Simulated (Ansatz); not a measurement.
# CsSrF3 (Pm-3m): following an unstable mode, part 3 of 3

Aim: this structure of CsSrF3 (Pm-3m) is to be tested for unstable modes, and one is followed downhill.

Ansatz 0.2.0; DFT PBEsol, scalar-relativistic, plane waves, PAW; PAW set soft_1.

So far. Step 5 (Energy along the mode, all amplitudes (two of the runs …): The lowest of the steps tried is at 0.32 Å, 3.45 meV/atom below the parent; the bottom of the well need not coincide with a step. Step 7 (The new phase in its own primitive cell): The largest force component left is 0.080 meV/Å and the pressure is 0.007 GPa, within the tolerances set. The cell now holds 21.01 Å³/atom. The relaxed cell has a = 6.634, c = 4.773 Å (conventional setting).

## 8. Modes of the new phase, k-mesh 4×4×6

A relaxed structure may still be a saddle point, so its zone-centre modes are computed. The response to a homogeneous field gives the Born charges and the dielectric tensor.

input.yaml reads:

```yaml
crystal:
  lattice:
    - [6.6344028785, 0.0, 0.0]
    - [0.0, 6.6344028785, 0.0]
    - [0.0, 0.0, 4.7727042661]
  atoms:
    - { symbol: Cs, position: [0.5, 0.0, 0.0] }
    - { symbol: Cs, position: [0.0, 0.5, 0.0] }
    - { symbol: Sr, position: [0.0, 0.0, 0.5] }
    - { symbol: Sr, position: [0.5, 0.5, 0.5] }
    - { symbol: F, position: [0.0, 0.0, 0.0] }
    - { symbol: F, position: [0.5, 0.5, 0.0] }
    - { symbol: F, position: [0.7047571594, 0.7952428406, 0.5] }
    - { symbol: F, position: [0.2952428406, 0.2047571594, 0.5] }
    - { symbol: F, position: [0.7952428406, 0.2952428406, 0.5] }
    - { symbol: F, position: [0.2047571594, 0.7047571594, 0.5] }
kpoints:
  mp_grid: { grid: [4, 4, 6] }
hamiltonian:
  xc: pbesol
  pseudopotentials: { kind: paw, azcp: { folder: soft_1 }, xc_functional: pbe }
scf:
  occupations: { method: fixed }
output:
  eigenvalues: true
phonons:
  method: dfpt
  dielectric: true
  rigid_motions: translations
```

Command:

```sh
$ ansatz run input.yaml --threads 4 --pin off --max-ram 10240MiB --backend cpu --events-out ev --progress --plain --runs-dir out
```

Numbers of over 12 decimals in the logs are rounded to 6 here.

Output:

```text
[...]
Crystal: 10 atoms, lattice volume = 210.072 Å³
Basis set: ecut = 420 eV, 4111 PW (Γ), exchange–correlation on 96×96×64 points (8 copies of the dense FFT grid, shifted against one another)
Bands: 50, of which v1, the nominal top of the filled ones, is band 40 counted from 1 (39 counted from 0)
Symmetry: 16 space group operations
k-points: 52 of 96 (irreducible under 1 space group operation, time reversal used)
[...]
SCF iter   1: F=—  HF=-22988.694428 eV  |F-HF|=—  |Δ(HF+E_count)|=         —  Δρ=1.67e-1  dr2=4.96e1  ethr=3.10e-3  ⟨swp⟩=8.2  Hψ=13445  notcnv=0  defer=359
[...]
SCF iter  12: F=-22976.424410 eV  HF=-22976.424410 eV  |F-HF|=1.46e-11  |Δ(HF+E_count)|=  2.22e-10  Δρ=6.35e-8  dr2=1.35e-11  ethr=1.00e-12  ⟨swp⟩=21.0  Hψ=21876  notcnv=0
SCF 1 converged in 12 iterations: F = -22976.424410 eV  dr2 = 1.35e-11
[...]
DFPT response loops at Γ: preconditioner auto → none (the input reference at scf.mixing.eps_inf says where Resta's filter doesn't serve); β = 0.50; Broyden in place of MSR1
SCF converged after 12 iterations
Free energy (F): -22976.424410 eV
[...]
Internal energy: -22976.424410 eV  (E = F + TS)
E sigma→0 (E₀):  -22976.424410 eV
Fermi energy:    2.270229 eV
[...]
--- Band table (eV; the first three rows and the last of 52) ---
  k-point 0: bands = [... 36 lower, 2.1950, 2.2427, 2.2427, 2.2437, 8.6617, 9.9671, 10.4597, 10.5573, ... 6 higher]
  k-point 1: bands = [... 36 lower, 2.0742, 2.1974, 2.2337, 2.2337, 9.0083, 10.1167, 10.6625, 10.7095, ... 6 higher]
  k-point 2: bands = [... 36 lower, 2.1592, 2.2197, 2.2197, 2.2407, 9.7365, 10.4577, 10.8163, 10.8606, ... 6 higher]
  k-point 51: bands = [... 36 lower, 2.1884, 2.1884, 2.2014, 2.2014, 10.3782, 10.3782, 10.7869, 10.7869, ... 6 higher]
--- Phonons (Γ-DFPT): 8 representative perturbations + reference, on 52 of 96 k-points (Σ response iterations 30) ---
  k mesh reduced under 1 symmetry operation, with k and −k counted as one. Each operation leaves every solved perturbation unchanged. A smaller set is not considered because the run solves the response to a homogeneous field
  ASR residual: 3.971e-4 → 0.000e0 eV/Å²; symmetrization residual: 1.035e-5 eV/Å²
  ASR residual per site (eV/Å²): 3.55e-5 3.55e-5 3.97e-4 3.97e-4 2.66e-4 2.66e-4 6.45e-5 6.45e-5 6.45e-5 6.45e-5
  Γ frequencies (cm⁻¹): 0.00 0.00 0.00 19.65 19.65 37.06 49.95 49.95 71.07 71.20 71.20 82.71 96.88 96.90 101.66 101.66 120.33 120.33 130.15 134.69 134.69 190.54 190.54 204.19 323.41 323.41 325.31 326.34 327.68 401.76
  ε∞ (high-frequency dielectric tensor):
        2.294002    -0.000000    -0.000000
       -0.000000     2.294002    -0.000000
       -0.000000    -0.000000     2.315618
  ε⁰ (static dielectric tensor: ions relaxed, cell fixed):
       25.914865     0.000000     0.000000
        0.000000    25.914865     0.000000
        0.000000     0.000000    11.195422
  ε⁰ − ε∞ (ionic part):
       23.620863     0.000000     0.000000
        0.000000    23.620863     0.000000
        0.000000     0.000000     8.879804
  softest optical mode at Γ: 19.65 cm⁻¹; the repairs (sum rule, projections) moved no ω² at Γ by more than (2.90 cm⁻¹)²
  Born effective charges Z* (e; rows j = field, columns β = displacement):
    site 0:
         1.26707   -0.09745    0.00000
        -0.09745    1.26707   -0.00000
        -0.00000   -0.00000    1.40008
    site 1:
         1.26707    0.09745    0.00000
         0.09745    1.26707    0.00000
         0.00000    0.00000    1.40008
    site 2:
         2.46259   -0.01319    0.00000
         0.01319    2.46259   -0.00000
         0.00000   -0.00000    2.45812
    site 3:
         2.46259    0.01319   -0.00000
        -0.01319    2.46259    0.00000
        -0.00000    0.00000    2.45812
    site 4:
        -1.04132    0.00074   -0.00000
        -0.00074   -1.04132   -0.00000
         0.00000   -0.00000   -1.68374
    site 5:
        -1.04132   -0.00074   -0.00000
         0.00074   -1.04132   -0.00000
        -0.00000    0.00000   -1.68374
    site 6:
        -1.34417   -0.30424   -0.00000
        -0.30424   -1.34417    0.00000
        -0.00000   -0.00000   -1.08723
    site 7:
        -1.34417   -0.30424   -0.00000
        -0.30424   -1.34417   -0.00000
        -0.00000   -0.00000   -1.08723
    site 8:
        -1.34417    0.30424   -0.00000
         0.30424   -1.34417   -0.00000
         0.00000    0.00000   -1.08723
    site 9:
        -1.34417    0.30424   -0.00000
         0.30424   -1.34417   -0.00000
         0.00000    0.00000   -1.08723
  Z* charge neutrality: 1.064e-4 e pre-enforcement
  k-mesh period / interband length: 26.5 Å / 1.04 Å = 25.63 at k = (0.0000, 0.0000, 0.0000), direct gap 6.418 eV — 14 or more, which is no proof of convergence
  optical modes at Γ without the LO–TO term, one row a degenerate level:
      ω (cm⁻¹)  modes    IR ((D/Å)²/amu)
         19.65      2             0.8684
[...]
optical modes at Γ + LO–TO along q̂ = [1.0000, 0.0000, 0.0000]:
      ω (cm⁻¹)  modes    IR ((D/Å)²/amu)
[...]
optical modes at Γ + LO–TO along q̂ = [0.0000, 1.0000, 0.0000]:
      ω (cm⁻¹)  modes    IR ((D/Å)²/amu)
[...]
optical modes at Γ + LO–TO along q̂ = [0.0000, 0.0000, 1.0000]:
      ω (cm⁻¹)  modes    IR ((D/Å)²/amu)
[...]
96.90      1             0.0000
        101.66      2             0.6899
        120.33      2             0.0000
        134.69      2             8.4516
        190.54      2             0.6237
        194.13      1             2.9874
        204.19      1             0.0000
        323.41      2            16.2838
        325.31      1             0.0000
        327.68      1             0.0000
        394.45      1            13.3850
        401.76      1             0.0000
```

Wall time 3.9 min (4 threads of Arm Neoverse V1, shared host); peak memory 2.6 GiB.

This step gave:

```yaml
sum_rule_residual_before_enforcement: 3.97e-4 eV/Å²
miss_of_the_charge_sum_rule: 1.06e-4 e
point_group: 4/mmm
highest_optical_mode_at_the_zone_centre_no_lo_to_term: 401.8 cm⁻¹
lowest_optical_zone_centre_mode: 19.65 cm⁻¹
mean_high_frequency_dielectric_constant: 2.301
largest_born_charge_third_of_the_trace: 2.461 e
mean_static_dielectric_constant: 21.01
top_of_the_zone_centre_spectrum_with_the_field: 401.8 cm⁻¹
```

Without the LO-TO term. Patterns of degenerate modes are one choice out of their space. Modes at Γ, with each element's share of the kinetic energy:

```tsv
mode	frequency (cm⁻¹)	symmetry	Cs %	Sr %	F %
1	0.0	acoustic	48	32	21
2	0.0	acoustic	48	32	21
3	0.0	acoustic	48	32	21
4	19.6	Eu	84	4	12
5	19.6	Eu	84	4	12
6	37.1	B1u	85	0	15
7	50.0	Eu	46	12	42
8	50.0	Eu	46	12	42
9	71.1	A2u	51	21	28
10	71.2	Eu	1	7	92
11	71.2	Eu	1	7	92
12	82.7	A1u	0	86	14
13	96.9	not assigned	0	0	100
14	96.9	not assigned	15	0	85
15	101.7	Eu	13	20	67
16	101.7	Eu	13	20	67
17	120.3	Eg	0	0	100
18	120.3	Eg	0	0	100
19	130.2	A2u	1	34	65
20	134.7	Eu	6	24	70
21	134.7	Eu	6	24	70
22	190.5	Eu	3	87	9
23	190.5	Eu	3	87	9
24	204.2	B2g	0	0	100
25	323.4	Eu	0	14	86
26	323.4	Eu	0	14	86
27	325.3	A1u	0	14	86
28	326.3	A2u	0	14	86
29	327.7	B1g	0	0	100
30	401.8	A2g	0	0	100
```

Displacements in mode 5 (19.6 cm⁻¹), the largest set to 1:
```
Cs1  1.00  0.99  0.00
Cs2 -0.54 -0.52  0.00
Sr3  0.01 -0.30  0.00
Sr4 -0.30  0.01  0.00
F5  -0.58  0.24  0.00
F6   0.25 -0.57  0.00
F7  -0.14 -0.15  0.00
F8  -0.14 -0.15  0.00
F9  -0.66 -0.66  0.00
F10 -0.66 -0.66  0.00
```

Displacements in mode 24 (204.2 cm⁻¹), the largest set to 1:
```
Cs1  0.00  0.00  0.00
Cs2  0.00  0.00  0.00
Sr3  0.00  0.00  0.00
Sr4  0.00  0.00  0.00
F5   0.00  0.00  0.00
F6   0.00  0.00  0.00
F7   1.00 -1.00  0.00
F8  -1.00  1.00  0.00
F9   1.00  1.00  0.00
F10 -1.00 -1.00  0.00
```

Optical modes at the zone centre, without and with the macroscopic field of the longitudinal modes; each column is sorted by frequency, so a row need not hold one and the same mode. Modes with and without the field, by row:

```tsv
rank among optical modes	no field (cm⁻¹)	q along (1, 0, 0) (cm⁻¹)	q along (0, 0, 1) (cm⁻¹)
1	19.6	19.6	19.6
2	19.6	25.2	19.6
3	37.1	37.1	37.1
4	50	50	50
5	50	69.5	50
6	71.1	71.1	71.2
7	71.2	71.2	71.2
8	71.2	77.5	82.7
9	82.7	82.7	86.7
10	96.9	96.9	96.9
11	96.9	96.9	96.9
12	101.7	101.7	101.7
13	101.7	104.4	101.7
14	120.3	120.3	120.3
15	120.3	120.3	120.3
16	130.2	130.2	134.7
17	134.7	134.7	134.7
18	134.7	178.7	190.5
19	190.5	190.5	190.5
20	190.5	200.4	194.1
21	204.2	204.2	204.2
22	323.4	323.4	323.4
23	323.4	325.3	323.4
24	325.3	326.3	325.3
25	326.3	327.7	327.7
26	327.7	389.8	394.4
27	401.8	401.8	401.8
```

Born charge (rows field, columns displacement) (e), principal values of the symmetric part by kind of site:

```tsv
atom	atoms with these values	low	middle	high	mean
Cs1	2	1.17	1.36	1.40	1.31
Sr3	2	2.46	2.46	2.46	2.46
F5	2	-1.68	-1.04	-1.04	-1.26
F7	4	-1.65	-1.09	-1.04	-1.26
```

In full for F7:

```
-1.34 -0.30  0.00
-0.30 -1.34  0.00
 0.00  0.00 -1.09
```

High-frequency dielectric tensor:

```
2.29 0.00 0.00
0.00 2.29 0.00
0.00 0.00 2.32
```

Static dielectric tensor (ions relaxed, fixed cell):

```
25.91  0.00  0.00
 0.00 25.91  0.00
 0.00  0.00 11.20
```

Transverse modes. Infrared lines, with heights relative to the strongest:

```tsv
position (cm⁻¹)	lines merged	relative intensity
20	1	5.3
37	1	0.0
50	1	26
71	2	15
83	1	0.0
97	2	0.0
102	1	4.2
120	1	0.0
130	1	36
135	1	52
190	1	3.8
204	1	0.0
323	1	100
325	1	0.0
326	1	52
328	1	0.0
402	1	0.0
```

Before it was imposed, the acoustic sum rule was missed by 4.0e-4 eV/Å² and the charge sum rule by 1.1e-4 e. Small misses are needed for a sound result but don't prove that mesh and cutoff are converged. The lowest optical mode is real, 19.6 cm⁻¹.

## 9. The phases reached

The phases reached along the modes that were followed are set side by side.

Energies are those of the first relaxation, on the mesh of the frozen mode; space group, volume and gap are those of the last relaxation. Phases, by row:

```tsv
mode frozen in	space group	energy from parent (meV/atom)	volume (Å³/atom)	gap on mesh (eV)	lowest zone-centre optical mode (cm⁻¹)	largest shift (Å)
parent	Pm-3m	0	21.26	6.299	–	–
q = (-0.5, -0.5, -0.5), 66i cm⁻¹	I4/mcm	-6.06	20.97	6.394	-16.6	0.446
q = (-0.5, -0.5, -0.5), 66i cm⁻¹	R-3c	-5.67	21.02	6.433	-23.6	0.35
q = (-0.5, -0.5, -0.5), 66i cm⁻¹	Imma	-6.12	21	6.416	19.6	0.428
q = (0, -0.5, -0.5), 62i cm⁻¹	P4/mbm	-4.74	21.01	6.391	19.6	0.424
```

## 10. Outcome

```
unstable mode of the parent                                                      : q = (0, -0.5, -0.5), 62i cm⁻¹
depth at the lowest point sampled                                                : 3.45 meV/atom
largest atomic shift at that point                                               : 0.32 Å
space group reached (within 0.01 Å)                                              : P4/mbm
energy gained over the parent (first relaxation, on the mesh of the frozen mode) : 4.74 meV/atom
volume per atom, phase reached                                                   : 21.0 Å³
gap on the k-mesh, phase reached                                                 : 6.39 eV
lowest optical zone-centre mode, phase reached                                   : 19.6 cm⁻¹
highest optical mode at the zone centre (no LO-TO term), phase reached           : 402 cm⁻¹
```

**Reading.** Along this mode the structure falls into P4/mbm, 4.74 meV/atom below the parent. At the parent's cell the well is 3.446 meV/atom deep on the steps tried, with its lowest point at a shift of 0.32 Å. Relaxing atoms and cell changes the gain by +1.30 meV/atom against the lowest step (energies at zero smearing). The new phase has no imaginary mode at the zone centre of its cell; other wavevectors were not checked. Of the 4 patterns followed to their end from this parent, this one ends 1.38 meV/atom above the lowest, Imma. Another end point lies within 1 meV/atom; how such a difference moves with mesh and cutoff was not tested. Each path keeps the symmetry of its pattern, so a lower phase may lie along a pattern not tried. Spin-orbit coupling is left out, which can matter for the heavy elements here. The PAW files were made for PBE and serve the other functionals too.

[Logs are printed without paths, hosts, clocks, repeated set-up lines and the standing remarks that a program may print on its own settings, such as how far it seeks lower states.]

[Hosts, paths, dates, database ids (printed as entryN), source tags and the programs' standing remarks are cut or masked in the printed files.]
